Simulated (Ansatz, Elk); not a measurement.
# Ni3SnAs: X-ray structure factors from the self-consistent density

The structure of Ni3SnAs used here is made up (a known structure type with other elements) and was relaxed beforehand with PBEsol. The aim is the Fourier transform of its all-electron density, F(hkl), set beside the sum over free spherical atoms that refinements use.

Calculated with Elk 11.2.3 (patched build); DFT, PBE, all-electron APW+lo, Dirac cores, scalar-relativistic bands, static density, no spin.

This account leaves out most program logs.

The structure was built from a prototype and need not be the compound's stable phase.

### Step 1. Set-up

It takes space group Pm-3m (No. 221, cubic). The conventional cell has a = 4.336 Å, b = 4.336 Å, c = 4.336 Å, α = 90.00°, β = 90.00°, γ = 90.00°. Nearest to Sn lie 12 Ni at 3.07 Å. Nearest to As lie 6 Ni at 2.17 Å. Ni has 2 As at 2.17 Å and 8 Ni at 3.07 Å and 4 Sn at 3.07 Å nearest. Farther neighbours are not listed.

### Step 2. Ground state and structure factors

An all-electron density is needed, since X-rays see the cores too. Task 0 finds the density and task 195 Fourier-transforms it; tshift is off so that phases refer to the origin typed.

elk.in reads:

```
tasks
  0
  195

xctype
  20

spinpol
  .false.

rgkmax
  7.0

gmaxvr
  14.0

lmaxo
  7

lmaxapw
  8

swidth
  0.002

tshift
  .false.

ramdisk
  .false.

hmaxvr
  5.5

maxscl
  120

epspot
  1e-06

sppath
  './'

avec
  8.19458136678 -0.00000000000 0.00000000000
  -0.00000000000 8.19458136678 0.00000000000
  0.00000000000 0.00000000000 8.19458136678

atoms
  3
  'Sn.in'
  1
  0.0000000000 -0.0000000000 0.0000000000   0.000000 0.000000 0.000000
  'As.in'
  1
  0.5000000000 0.5000000000 0.5000000000   0.000000 0.000000 0.000000
  'Ni.in'
  3
  0.5000000000 0.5000000000 -0.0000000000   0.000000 0.000000 0.000000
  0.5000000000 0.0000000000 0.5000000000   0.000000 0.000000 0.000000
  -0.0000000000 0.5000000000 0.5000000000   0.000000 0.000000 0.000000

ngridk
  5 5 5
```

Command:

```console
$ OMP_NUM_THREADS=4 elk
```

The job ended after 22 s (4 threads of Arm Neoverse V2, shared host; peak memory 0.23 GiB).

SFACRHO.OUT:

```text

h k l indices transformed by vhmat matrix:
   1.000000000       0.000000000       0.000000000    
   0.000000000       1.000000000       0.000000000    
   0.000000000       0.000000000       1.000000000    

      h      k      l  multipl.   |H|            Re(F)            Im(F)           |F|

      0      0      0      1   0.0000000       167.00000      0.29964174E-18   167.00000    
      0      1      0      6  0.76674879      -9.9858139      0.90266623E-14   9.9858139    
      0     -1      1     12   1.0843465       46.630136     -0.36536092E-14   46.630136    
      1     -1     -1      8   1.3280479       80.682360      0.22481962E-14   80.682360    
     -2      0      0      6   1.5334976       126.68882      0.16123033E-13   126.68882    
     -1      0     -2     24   1.7145024      -7.0957446     -0.13821573E-13   7.0957446    
     -2      1      1     24   1.8781433       39.659655     -0.10912013E-13   39.659655    
     -2      2      0     12   2.1686931       108.62565      0.55923072E-14   108.62565    
     -2     -1      2     24   2.3002464      -5.8818591     -0.92475025E-14   5.8818591    
      3      0      0      6   2.3002464      -5.8120116      0.11945376E-12   5.8120116    
     -3      0     -1     24   2.4246726       35.649315      0.47057611E-13   35.649315    
     -3     -1      1     24   2.5430180       58.793657      0.24584663E-13   58.793657    
      2      2      2      8   2.6560957       96.382578     -0.37265321E-13   96.382578    
      0     -2     -3     24   2.7645521      -4.8740922     -0.11114996E-12   4.8740922    
     -2      3      1     48   2.8689113       32.791220     -0.45422455E-13   32.791220    
      0      0      4      6   3.0669951       87.202412     -0.22244384E-13   87.202412    
      0      4     -1     24   3.1613862      -4.2404919      0.32291277E-14   4.2404919    
      3      2      2     24   3.1613862      -4.0908938      0.13592254E-12   4.0908938
```

Elk indexes on the primitive cell of elk.in and gives |H| = 4π sin θ/λ in inverse bohr. Below, one row stands for each form hkl of the conventional cell (m members, Friedel mates merged), F is for one primitive cell and the density is static (no thermal factor). Free-atom factors are Waasmaier and Kirfel's, and R is Σm||F|−|F'||/Σm|F|.

```csv
hkl,m,sin θ/λ (Å⁻¹),"abs F, DFT",neutral atoms,diff.
100,6,0.115,9.986,9.641,+0.345
110,12,0.163,46.630,46.762,-0.132
111,8,0.200,80.682,80.566,+0.116
200,6,0.231,126.689,126.836,-0.147
210,24,0.258,7.096,7.223,-0.128
211,24,0.282,39.660,39.723,-0.064
220,12,0.326,108.626,108.908,-0.282
221,24,0.346,5.882,6.016,-0.134
300,6,0.346,5.812,6.016,-0.204
310,24,0.365,35.649,35.744,-0.095
311,24,0.382,58.794,58.829,-0.035
222,8,0.399,96.383,96.533,-0.151
320,24,0.416,4.874,5.052,-0.177
321,48,0.431,32.791,32.820,-0.029
```

### Step 3. The highest occupied states alone

An energy window below the Fermi level keeps the highest occupied states, to see at which angles they scatter; shallow core shells can lie inside it and anion s states outside. No new self-consistency is needed.

Edit elk.in of step 2 so:

```diff
@@ -1,3 +1,2 @@
 tasks
-  0
   195
@@ -40,2 +39,5 @@
 
+wsfac
+  -0.170390 0.570600
+
 sppath
```

Command:

```console
$ OMP_NUM_THREADS=4 elk
```

It took 9 s on 4 threads; peak memory 0.16 GiB.

States within 12 eV below the Fermi level hold 37.13 electrons; any levels below the window count with the cores, and a count that is not whole means the window cuts a band. Their amplitudes can exceed the total, where window and core parts have opposite phase:

```csv
hkl,sin θ/λ (Å⁻¹),"abs F, window","abs F, all"
100,0.115,8.195,9.986
110,0.163,5.200,46.630
111,0.200,17.198,80.682
200,0.231,15.608,126.689
210,0.258,4.755,7.096
211,0.282,4.342,39.660
220,0.326,10.369,108.626
221,0.346,3.243,5.882
300,0.346,3.096,5.812
310,0.365,3.212,35.649
```

### Step 4. Another functional

The difference from free atoms is small, so it is set against the change that LDA (Perdew-Wang) makes.

Edit elk.in of step 3 so:

```diff
@@ -1,2 +1,3 @@
 tasks
+  0
   195
@@ -4,3 +5,3 @@
 xctype
-  20
+  3
 
@@ -39,5 +40,2 @@
 
-wsfac
-  -0.170390 0.570600
-
 sppath
```

Command:

```console
$ OMP_NUM_THREADS=4 elk
```

It took 13 s on 4 threads; peak memory 0.16 GiB; 31 s of CPU time.

Against the first run R = 0.05 %; the largest change is -0.061 at 222.

### Step 5. A coarser k-mesh

About half the k-points along each axis test the sampling.

Edit elk.in of step 4 so:

```diff
@@ -5,3 +5,3 @@
 xctype
-  3
+  20
 
@@ -63,2 +63,2 @@
 ngridk
-  5 5 5
+  2 2 2
```

Command:

```console
$ OMP_NUM_THREADS=4 elk
```

It took 17 s on 4 threads; peak memory 0.2 GiB.

Against the first run R = 0.02 %; the largest change is +0.044 at 100.

### Step 6. Settings against the effect

```csv
run,R against the first run (%),"R against neutral atoms, low angle (%)",wall time
"PBE, rgkmax 7",0.00,0.32,22 s
LDA (Perdew-Wang),0.05,0.31,13 s
k-mesh 2×2×2,0.02,0.34,17 s
```

### Step 7. Summary of results

| Property | Result |
| --- | --- |
| R against neutral atoms, sin θ/λ < 0.3 Å⁻¹ | 0.32 % |
| R against neutral atoms, 0.3 to 0.82 Å⁻¹ | 0.27 % |

Independent neutral atoms miss the calculated amplitudes by R = 0.32 % below 0.3 Å⁻¹ and 0.27 % from there to 0.82 Å⁻¹; by shells, 3.45 % below 0.15 Å⁻¹ (1 form), 0.26 % 0.15 to 0.3 (5 forms), 0.29 % 0.3 to 0.45 (8 forms), 0.27 % above 0.45 (48 forms). Bonding, aspherical density and the tables' own atoms all enter these figures, and the runs don't part them. The largest change of an amplitude is +0.34 electrons, at 100. The window's part falls from 37.1 electrons at the origin to at most 5.90 between 0.45 and 0.82 Å⁻¹, where compact states inside the window still scatter. Below 0.3 Å⁻¹ the changes that finished (LDA (Perdew-Wang) and k-mesh 2×2×2) move F by R = 0.03 % at most, against the 0.32 % that separates it from free atoms. The basis has no finished test. These runs have no spin, though d or f shells may be open. Part of the difference isn't bonding: the tables are fits to free atoms and ions calculated by other methods than this functional. Thermal motion, anomalous dispersion and extinction are left out.

[Logs are printed without paths, hosts, clocks, repeated set-up lines and the standing remarks that a program may print on its own settings, such as how far it seeks lower states.]

[Hosts, paths, dates, database ids (printed as entryN), source tags and the programs' standing remarks are cut or masked in the printed files.]
